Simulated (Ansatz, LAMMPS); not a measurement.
# Convergence of a linear-scaling basis for glassy 88SiO2-2K2O-2SrO-2CaO-5SnO2 (mol %) (118 atoms)

Wanted: errors and times of a linear-scaling basis for glassy 88SiO2-2K2O-2SrO-2CaO-5SnO2 (mol %) (118 atoms). A setting counts as converged where the r.m.s. difference of forces stays under 1 % of the r.m.s. force.

Calculated with Ansatz 0.2.0; Kohn-Sham DFT, PBE, PAW (set soft_2), plane waves.

### 1. The starting structure

The cell holds 118 atoms: 35 Si, 2 K, 1 Sr, 1 Ca, 2 Sn and 77 O. Its edges and angles: a = 11.963 Å, b = 11.963 Å, c = 11.963 Å, α = 90.0°, β = 90.0°, γ = 90.0°. 118 atoms (35 Si, 2 K, 1 Sr, 1 Ca, 2 Sn, 77 O) placed at random at 2.5 g/cm³, melted at 4000 K for 10 ps at fixed volume with the Morse and Coulomb pair potential with partial charges (Pedone, Malavasi, Menziani, Cormack and Segre, J. Phys. Chem. B 110, 11780 (2006)). Quenched from 4000 K to 300 K at 20 K/ps and fixed volume, held 10 ps at zero pressure.

Before any run, some limits are plain. The quench rate of 20 K/ps is orders of magnitude faster than experiment, which tends to freeze in extra defects. The network of bonds at the start is that of the classical potential that made the cell, and needn't be the one that DFT or experiment would give. Only the Γ point is sampled, in a cell whose shortest periodic width is 12 Å.

### 2. Making the structure

A classical potential supplies the starting structure, since it reaches far longer times than DFT.

This step: classical MD, Morse and Coulomb pair potential with partial charges (Pedone, Malavasi, Menziani, Cormack and Segre, J. Phys. Chem. B 110, 11780 (2006)) (LAMMPS 22 Jul 2025 - Update 4).

Input file in.lmp:

```
# melt-quench of Si35K2Sr1Ca1Sn2O77
units metal
atom_style charge
boundary p p p
region box block 0 12.0881 0 12.0881 0 12.0881
create_box 6 box
mass 1 28.0850   # Si
mass 2 39.0983   # K
mass 3 87.6200   # Sr
mass 4 40.0780   # Ca
mass 5 118.7100   # Sn
mass 6 15.9990   # O
create_atoms 1 random 35 415981 NULL overlap 1.5 maxtry 2000
create_atoms 2 random 2 415988 NULL overlap 1.5 maxtry 2000
create_atoms 3 random 1 415995 NULL overlap 1.5 maxtry 2000
create_atoms 4 random 1 416002 NULL overlap 1.5 maxtry 2000
create_atoms 5 random 2 416009 NULL overlap 1.5 maxtry 2000
create_atoms 6 random 77 416016 NULL overlap 1.5 maxtry 2000
pair_style hybrid/overlay pedone 5.5 coul/long 8.0
pair_coeff * * coul/long
pair_coeff 1 6 pedone 0.340554 2.006700 2.100000 1   # Si-O
pair_coeff 2 6 pedone 0.011612 2.062605 3.305308 5   # K-O
pair_coeff 3 6 pedone 0.019623 1.886000 3.328330 3   # Sr-O
pair_coeff 4 6 pedone 0.030211 2.241334 2.923245 5   # Ca-O
pair_coeff 5 6 pedone 0.079400 2.156770 2.633076 3   # Sn-O
pair_coeff 6 6 pedone 0.042395 1.379316 3.618701 22   # O-O
set type 1 charge 2.4
set type 2 charge 0.6
set type 3 charge 1.2
set type 4 charge 1.2
set type 5 charge 2.4
set type 6 charge -1.2
kspace_style pppm 1.0e-4
neigh_modify delay 0 every 1 check yes
# [... 19 lines left out ...]
fix md all nvt temp 4000 300 0.2
run 92500 post no
unfix md
thermo 1666
fix md all npt temp 300 300 0.2 iso 0 0 2
run 5000 post no
unfix md
write_dump all custom glass.dump id type xs ys zs modify sort id
```

Launch:

```bash
$ lmp -in in.lmp -log none -nocite
```

Log:

```text
LAMMPS (22 Jul 2025 - Update 4)
Created orthogonal box = (0 0 0) to (12.0881 12.0881 12.0881)
Created 35 atoms
Created 2 atoms
Created 1 atoms
Created 1 atoms
Created 2 atoms
Created 77 atoms
PPPM initialization ...
  G vector (1/distance) = 0.39317913
  grid = 15 15 15
  estimated relative force accuracy = 3.6155862e-05
   Step          Time           Temp          PotEng         Press         Density
         0   0              0             -1.3664701      570886.67      2.4989907
        89   0.178          0             -16.631485     -3113.2679      2.4989907
Loop time of 0.0697824 s on 1 MPI rank(s) for 89 steps with 118 atoms
Minimization stats:
[... 18 lines left out ...]
[... 1 line left out ...]
Loop time of 2.79928 s on 1 MPI rank(s) for 5000 steps with 118 atoms
   Step          Time           Temp          PotEng         Press         Density
[... 12 lines left out ...]
Loop time of 49.9653 s on 1 MPI rank(s) for 92500 steps with 118 atoms
   Step          Time           Temp          PotEng         Press         Density
[... 1 line left out ...]
     99960   199.92         293.71831     -16.874132      3668.0083      2.5796455
    101626   203.252        287.84216     -16.881839      94.308874      2.5504391
    103292   206.584        339.49754     -16.878935      2702.2121      2.5822399
    103500   207            282.22065     -16.879958      2322.5185      2.5782857
Loop time of 3.88297 s on 1 MPI rank(s) for 5000 steps with 118 atoms
```

The job ended after 57 s (1 thread of Arm Neoverse V2, shared host; peak memory 0.071 GiB).

### 3. Plane-wave single point

The first run uses the default basis; a harder plane-wave run follows as the reference for the support functions.

Input file input.yaml:

```yaml
crystal:
  lattice:
    - [11.96288, 0.0, 0.0]
    - [0.0, 11.96288, 0.0]
    - [0.0, 0.0, 11.96288]
  atoms:
    - { symbol: Si, position: [0.95915, 0.06426, 0.26553] }
    - { symbol: Si, position: [0.02119, 0.77939, 0.02869] }
    - { symbol: Si, position: [0.29767, 0.63153, 0.71921] }
    - { symbol: Si, position: [0.65405, 0.73357, 0.84826] }
    - { symbol: Si, position: [0.32707, 0.26758, 0.57164] }
    - { symbol: Si, position: [0.84634, 0.84551, 0.70258] }
    - { symbol: Si, position: [0.87123, 0.085, 0.81291] }
    - { symbol: Si, position: [0.93268, 0.56767, 0.90023] }
    - { symbol: Si, position: [0.94543, 0.7764, 0.27252] }
    - { symbol: Si, position: [0.54228, 0.35242, 0.94029] }
    - { symbol: Si, position: [0.26325, 0.52973, 0.28415] }
    - { symbol: Si, position: [0.92804, 0.36471, 0.07343] }
    - { symbol: Si, position: [0.0466, 0.04774, 0.0054] }
    - { symbol: Si, position: [0.43667, 0.0239, 0.86538] }
    - { symbol: Si, position: [0.76303, 0.19725, 0.17224] }
    - { symbol: Si, position: [0.40892, 0.03433, 0.60237] }
    - { symbol: Si, position: [0.56223, 0.2279, 0.32856] }
    - { symbol: Si, position: [0.29478, 0.13689, 0.04045] }
    - { symbol: Si, position: [0.34167, 0.96689, 0.24863] }
    - { symbol: Si, position: [0.92453, 0.45362, 0.55478] }
    - { symbol: Si, position: [0.00194, 0.22394, 0.6619] }
    - { symbol: Si, position: [0.39353, 0.34121, 0.15839] }
    - { symbol: Si, position: [0.00024, 0.48993, 0.29713] }
    - { symbol: Si, position: [0.57747, 0.63113, 0.40294] }
    - { symbol: Si, position: [0.13158, 0.80675, 0.43531] }
    - { symbol: Si, position: [0.32733, 0.37953, 0.79559] }
    - { symbol: Si, position: [0.40236, 0.78664, 0.90188] }
    - { symbol: Si, position: [0.54882, 0.95801, 0.39461] }
    - { symbol: Si, position: [0.35063, 0.68571, 0.47354] }
    - { symbol: Si, position: [0.2642, 0.7472, 0.12381] }
    - { symbol: Si, position: [0.65103, 0.10812, 0.96949] }
    - { symbol: Si, position: [0.0465, 0.66428, 0.64283] }
    - { symbol: Si, position: [0.75077, 0.79876, 0.458] }
    - { symbol: Si, position: [0.53351, 0.396, 0.51638] }
    - { symbol: Si, position: [0.09411, 0.36226, 0.87426] }
    - { symbol: K, position: [0.58389, 0.82917, 0.15102] }
    - { symbol: K, position: [0.78517, 0.22104, 0.48287] }
    - { symbol: Sr, position: [0.76774, 0.61921, 0.1457] }
    - { symbol: Ca, position: [0.12219, 0.94124, 0.69055] }
    - { symbol: Sn, position: [0.15857, 0.07793, 0.4635] }
    - { symbol: Sn, position: [0.69513, 0.49257, 0.73649] }
    - { symbol: O, position: [0.34862, 0.05272, 0.14073] }
    - { symbol: O, position: [0.89303, 0.17407, 0.71512] }
    - { symbol: O, position: [0.25956, 0.77934, 0.44101] }
    - { symbol: O, position: [0.31392, 0.4994, 0.7372] }
    - { symbol: O, position: [0.04678, 0.11506, 0.34674] }
    - { symbol: O, position: [0.63772, 0.42999, 0.88438] }
    - { symbol: O, position: [0.30916, 0.25674, 0.09279] }
    - { symbol: O, position: [0.99555, 0.54745, 0.61183] }
    - { symbol: O, position: [0.82668, 0.27913, 0.08851] }
    - { symbol: O, position: [0.26727, 0.02789, 0.34737] }
    - { symbol: O, position: [0.34069, 0.70705, 0.81787] }
    - { symbol: O, position: [0.14466, 0.74192, 0.06049] }
    - { symbol: O, position: [0.67097, 0.25719, 0.24395] }
    - { symbol: O, position: [0.75616, 0.80495, 0.78482] }
    - { symbol: O, position: [0.45451, 0.02694, 0.7311] }
    - { symbol: O, position: [0.41704, 0.163, 0.57199] }
    - { symbol: O, position: [0.79941, 0.45991, 0.59921] }
    - { symbol: O, position: [0.62481, 0.63828, 0.76287] }
    - { symbol: O, position: [0.33463, 0.43497, 0.22522] }
    - { symbol: O, position: [0.54373, 0.51342, 0.44972] }
    - { symbol: O, position: [0.0678, 0.78128, 0.31917] }
    - { symbol: O, position: [0.6613, 0.89253, 0.40726] }
    - { symbol: O, position: [0.97049, 0.08306, 0.90481] }
    - { symbol: O, position: [0.67138, 0.6908, 0.46882] }
    - { symbol: O, position: [0.70517, 0.10286, 0.08602] }
    - { symbol: O, position: [0.55618, 0.02404, 0.93501] }
    - { symbol: O, position: [0.02174, 0.32051, 0.98916] }
    - { symbol: O, position: [0.1329, 0.4981, 0.29263] }
    - { symbol: O, position: [0.94536, 0.60067, 0.26727] }
    - { symbol: O, position: [0.57894, 0.09421, 0.36526] }
    - { symbol: O, position: [0.00646, 0.08693, 0.12771] }
    - { symbol: O, position: [0.09489, 0.92692, 0.47727] }
    - { symbol: O, position: [0.22907, 0.22806, 0.4989] }
    - { symbol: O, position: [0.5878, 0.4148, 0.63359] }
    - { symbol: O, position: [0.27283, 0.63632, 0.1969] }
    - { symbol: O, position: [0.83006, 0.55778, 0.81135] }
    - { symbol: O, position: [0.59469, 0.22945, 0.94575] }
    [... 34 atom lines left out ...]
    - { symbol: O, position: [0.93606, 0.93466, 0.26762] }
    - { symbol: O, position: [0.06783, 0.28224, 0.77212] }
    - { symbol: O, position: [0.88862, 0.48348, 0.01147] }
    - { symbol: O, position: [0.03722, 0.48745, 0.85869] }
    - { symbol: O, position: [0.27787, 0.85556, 0.20375] }
    - { symbol: O, position: [0.30243, 0.5776, 0.40209] }
kpoints:
  mp_grid: { grid: [1, 1, 1] }
hamiltonian:
  xc: pbe
scf:
  occupations: { method: fixed }
output:
  forces: true
  stress: true
  populations: true
  dos:
    method: { smearing: { sigma: 0.08 } }
    de: 0.1
    projected: { site_lists: { Ca: [Ca], K: [K], O: [O], Si: [Si], Sn: [Sn] } }
  eigenvalues: true
  write_density: true
  write_potential: true
  volumetric_format: npy
```

Launch:

```bash
$ ansatz run input.yaml --threads 4 --pin off --max-ram 8192MiB --backend cpu --events-out ev --progress --plain --runs-dir out
```

Log:

```text
Engine: ansatz 0.2.0, aarch64-unknown-linux-gnu
Pseudopotentials: kind: paw
Pseudopotential: Si, paw, valence charge 4, recommended cutoff 420 eV (normal), Si.paw.azcp
Pseudopotential: K, paw, valence charge 9, recommended cutoff 420 eV (normal), K.paw.azcp
Pseudopotential: Sr, paw, valence charge 10, recommended cutoff 420 eV (normal), Sr.paw.azcp
Pseudopotential: Ca, paw, valence charge 10, recommended cutoff 420 eV (normal), Ca.paw.azcp
Pseudopotential: Sn, paw, valence charge 14, recommended cutoff 420 eV (normal), Sn.paw.azcp
Pseudopotential: O, paw, valence charge 6, recommended cutoff 420 eV (normal), O.paw.azcp
[... 5 lines on functional and potentials left out ...]
Crystal: 118 atoms, lattice volume = 1712.014 Å³
Basis set: ecut = 420 eV, 33371 PW (Γ), exchange–correlation on 160×160×160 points (8 copies of the dense FFT grid, shifted against one another)
Bands: 452, of which v1, the nominal top of the filled ones, is band 334 counted from 1 (333 counted from 0)
Symmetry: 1 space group operations
Space group: P1 (ITA 1), of the structure as read, at distance tolerance 1.2e-4 Å
k-points: 1
[... 13 lines on functional and potentials left out ...]
Initial density: superposition of atomic densities (neutral atoms: chi_scale 0, normalization atom), corrected by the library's trained network
Initial wavefunctions: pseudopotential atomic-orbital guess
Functional: x = pbe(κ = 0.804, μ = 0.219515), c = pbe(β = 0.066725)
SCF iter   1: F=—  HF=-86544.273499 eV  |F-HF|=—  |Δ(HF+E_count)|=         —  Δρ=2.04e-3  dr2=7.64e-2  ethr=1.77e-3  ⟨swp⟩=5.0  Hψ=1796  notcnv=0  defer=116
preconditioner: auto → Resta (q_TF=auto, 2.332 Å⁻¹)  ε∞=3.0  [insulator: Δε(μ)=3.150 eV  Ē_g=16.452 eV  n_scr=364 (ndim 8)  ℏωp=23.1 eV  f_vac=0.200  ε∞_Penn≈3.0]
SCF iter   2: F=—  HF=-86544.281864 eV  |F-HF|=—  |Δ(HF+E_count)|=   8.36e-3  Δρ=1.07e-3  dr2=1.90e-2  ethr=1.14e-5  ⟨swp⟩=3.0  Hψ=852  notcnv=0  defer=116
SCF iter   3: F=—  HF=-86544.285187 eV  |F-HF|=—  |Δ(HF+E_count)|=   3.32e-3  Δρ=5.02e-4  dr2=5.10e-3  ethr=2.85e-6  ⟨swp⟩=3.0  Hψ=672  notcnv=0  defer=116
SCF iter   4: F=—  HF=-86544.284747 eV  |F-HF|=—  |Δ(HF+E_count)|=   4.39e-4  Δρ=1.32e-4  dr2=3.68e-4  ethr=7.63e-7  ⟨swp⟩=2.0  Hψ=593  notcnv=0  defer=116
SCF iter   5: F=—  HF=-86544.284800 eV  |F-HF|=—  |Δ(HF+E_count)|=   5.27e-5  Δρ=8.38e-5  dr2=1.06e-4  ethr=5.51e-8  ⟨swp⟩=2.0  Hψ=596  notcnv=0  defer=116
SCF iter   6: F=—  HF=-86544.284794 eV  |F-HF|=—  |Δ(HF+E_count)|=   5.83e-6  Δρ=2.61e-5  dr2=1.16e-5  ethr=1.59e-8  ⟨swp⟩=2.0  Hψ=603  notcnv=0  defer=116
SCF iter   7: F=—  HF=-86544.284503 eV  |F-HF|=—  |Δ(HF+E_count)|=   2.91e-4  Δρ=1.09e-5  dr2=1.75e-6  ethr=1.74e-9  ⟨swp⟩=2.0  Hψ=786  notcnv=0  defer=116
SCF iter   8: F=—  HF=-86544.284504 eV  |F-HF|=—  |Δ(HF+E_count)|=   7.27e-7  Δρ=5.69e-6  dr2=4.74e-7  ethr=2.62e-10  ⟨swp⟩=2.0  Hψ=656  notcnv=0  defer=116
SCF iter   9: F=-86544.284504 eV  HF=-86544.284504 eV  |F-HF|=1.75e-10  |Δ(HF+E_count)|=   2.05e-8  Δρ=1.51e-6  dr2=3.58e-8  ethr=1.50e-11  ⟨swp⟩=23.0  Hψ=4823  notcnv=0
SCF 1 converged in 9 iterations: F = -86544.284504 eV  dr2 = 3.58e-8
  greatest PAW one-centre occupation: 0.996 electrons in one spin orbital (limit 2), on the Sn atom at site 39 (counted from 0), in its partial waves of l = 2
WARN: The input density's exchange-correlation potential varies sharply where the density is thin. Do not read a vacuum level from v_tot or v_xc, or from such a field of the output density. On a cell that repeats whose density bears no net charge and no dipole along the vacuum's axis use v_es (v_loc + v_h of the components); [...]
SCF converged after 9 iterations
Free energy (F): -86544.284504 eV
Harris-Foulkes:  -86544.284504 eV  (|F-HF|=1.75e-10)
Internal energy: -86544.284504 eV  (E = F + TS)
E sigma→0 (E₀):  -86544.284504 eV
Fermi energy:    3.363961 eV
--- Per-component energies (eV) ---
  E_band       = -3683.265570
  E_kinetic    = 16752.697217
  E_local      = -50104.464115  (includes V_loc(G=0)·N_el)
  E_nonlocal   = 4784.319109
  E_hartree    = 19274.262447
  E_xc         = -9011.182896
  E_vxc        = -9813.845934  (∫ρ·V_xc dr)
  E_paw        = -43621.675103  (= ΣΔE_a)
  E_vpaw       = -3850.693167  (= ΣTr[D̂ρ^β])
  E_aug_tail   = 0.198279  (compensation charges beyond the density's cutoff)
  E_ewald      = -24618.439442
  E_smearing   = -0.000000  (= −TS)
  E_closure    = 0.000000  (closes the sum)
  Σ components = -86544.284504   (vs F -86544.284504, Δ=0.00e0)
--- Forces (eV/Å), atoms counted from 1 ---
  atom   1  Si     1.41491678    -2.39348543    -3.75329217
  atom   2  Si     0.46231370     0.75989761     0.91860362
  atom   3  Si    -2.03782653    -2.16536505     0.83315083
  atom   4  Si     0.26166561    -0.28129857     1.49039488
  atom   5  Si     2.18347240    -1.68886132     1.54887708
  atom   6  Si     1.60385660    -1.91339307    -1.80462529
  atom   7  Si    -0.03867042    -1.58370818     0.41564812
  atom   8  Si    -1.55002089    -4.63420847    -0.09327578
  atom   9  Si     1.34834779     2.23891519     0.11589876
  atom  10  Si     0.43549965     0.64709902    -0.42177139
  atom  11  Si    -1.34473995     2.55218171    -0.37251157
  atom  12  Si     0.98635901     2.55315905    -0.34932443
  atom  13  Si     0.22095581    -1.57831165     3.52584974
  atom  14  Si    -0.13169989    -0.48026065    -0.32482758
[...]
atom 117  O      0.24996939    -0.08622525    -0.10916310
  atom 118  O      0.54083506    -0.66374091     1.08236222
  max |Σ_I F_I| component: 1.29e-4 eV/Å
--- Stress (GPa, compression-positive) ---
        6.468585       0.377596       1.629357
        0.377595       4.972651      -0.300315
        1.629355      -0.300314       2.333538
  P = ⅓ Tr σ = 4.5916 GPa (45.916 kbar)
--- Band table (eV) ---
  k-point 0: bands = ["-37.4222", "-29.9383", "-25.9554", "-25.7078", [... 436 levels ...], "12.9293", "12.9988", "13.0231", "13.0376", "13.1069", "13.1467", "13.1528", "13.1875", "13.2288", "13.2794", "13.3335", "13.3410"]
--- Löwdin populations: 118 sites ---
  site symbol       q [e]
     0     Si      2.2827
     1     Si      2.1958
     2     Si      2.1772
[...]
117      O      6.7985
  spilling = 0.012639 (of n_electrons = 668.000000)
```

Wall time 33 s (4 threads of Arm Neoverse V2, shared host); peak memory 2.4 GiB; 2.1 min of CPU time.

The column dr2 measures how far the density is from self-consistency, as an energy; F and HF (Harris–Foulkes) agree once it is small.

The program notes that the exchange-correlation potential is rough where the density is thin.

Read from the output:

| Quantity | Value |
| --- | --- |
| free energy | -86544.2845 eV |
| free energy per atom | -733.4261 eV/atom |
| SCF cycles | 9 |
| pressure | 4.592 GPa |
| r.m.s. force component | 1.374 eV/Å |
| longest force | 5.491 eV/Å |
| Fermi energy | 3.364 eV |
| gap (highest filled to lowest empty level) | 3.047 eV |
| spilling of the projection | 0.01264 |

The r.m.s. force component of 1.4 eV/Å and the pressure of 4.6 GPa set the scale for the differences below.

### 4. Plane waves at 750 eV (750 eV)

The grid of the support functions holds more waves than the default cutoff, so they are judged against a harder plane-wave run.

input.yaml, the sections that differ from step 3:

```yaml
output:
  forces: true
  eigenvalues: true
basis:
  ecutwfc: "750 eV"
# crystal, kpoints, hamiltonian, scf: as in step 3
```

Log:

```text
[...]
Crystal: 118 atoms, lattice volume = 1712.014 Å³
Basis set: ecut = 750 eV, 79885 PW (Γ), exchange–correlation on 216×216×216 points (8 copies of the dense FFT grid, shifted against one another)
Bands: 452, of which v1, the nominal top of the filled ones, is band 334 counted from 1 (333 counted from 0)
Symmetry: 1 space group operations
[...]
k-points: 1
[...]
SCF iter   1: F=—  HF=-86544.783906 eV  |F-HF|=—  |Δ(HF+E_count)|=         —  Δρ=2.11e-3  dr2=7.59e-2  ethr=1.77e-3  ⟨swp⟩=5.0  Hψ=1802  notcnv=0  defer=116
[...]
SCF iter   3: F=—  HF=-86544.788112 eV  |F-HF|=—  |Δ(HF+E_count)|=   9.16e-4  Δρ=5.21e-4  dr2=5.27e-3  ethr=2.85e-6  ⟨swp⟩=3.0  Hψ=672  notcnv=0  defer=51
automatic band count: iteration 3 solves 387 bands in place of 452: the levels show a gap, and the empty bands left out lie too high to hold charge; the band table lists the bands solved (type scf.n_extra_bands for more)
SCF iter   4: F=—  HF=-86544.787437 eV  |F-HF|=—  |Δ(HF+E_count)|=   6.75e-4  Δρ=1.33e-4  dr2=3.70e-4  ethr=7.89e-7  ⟨swp⟩=2.0  Hψ=593  notcnv=0  defer=51
[...]
SCF iter   9: F=-86544.790372 eV  HF=-86544.790372 eV  |F-HF|=8.89e-9  |Δ(HF+E_count)|=   2.95e-8  Δρ=1.25e-6  dr2=2.81e-8  ethr=1.50e-11  ⟨swp⟩=20.0  Hψ=2416  notcnv=0
SCF 1 converged in 9 iterations: F = -86544.790372 eV  dr2 = 2.81e-8
[...]
SCF converged after 9 iterations
Free energy (F): -86544.790372 eV
[...]
Internal energy: -86544.790372 eV  (E = F + TS)
E sigma→0 (E₀):  -86544.790372 eV
Fermi energy:    3.363799 eV
[...]
Σ components = -86544.790372   (vs F -86544.790372, Δ=0.00e0)
--- Forces (eV/Å), atoms counted from 1 ---
  atom   1  Si     1.41477207    -2.39357754    -3.75320925
  atom   2  Si     0.46220194     0.75994538     0.91832863
  atom   3  Si    -2.03762746    -2.16517389     0.83322671
  atom   4  Si     0.26186664    -0.28137225     1.49052004
[...]
atom 118  O      0.54079842    -0.66402725     1.08230268
  max |Σ_I F_I| component: 7.68e-5 eV/Å
--- Band table (eV) ---
[...]
```

Wall time 42 s (4 threads); peak memory 5 GiB.

Forces differ from the reference by 0.74 meV/Å r.m.s., 0.054 % of their size, well within a tolerance of 1 %; the energy by -4.3 meV/atom.

[end of part 1 of 3]

[Long decimals in the printed logs are rounded to 6 places.]

[Logs are printed without paths, hosts, clocks, repeated set-up lines and the standing remarks that a program may print on its own settings, such as how far it seeks lower states.]

[Hosts, paths, dates, database ids (printed as entryN), source tags and the programs' standing remarks are cut or masked in the printed files.]
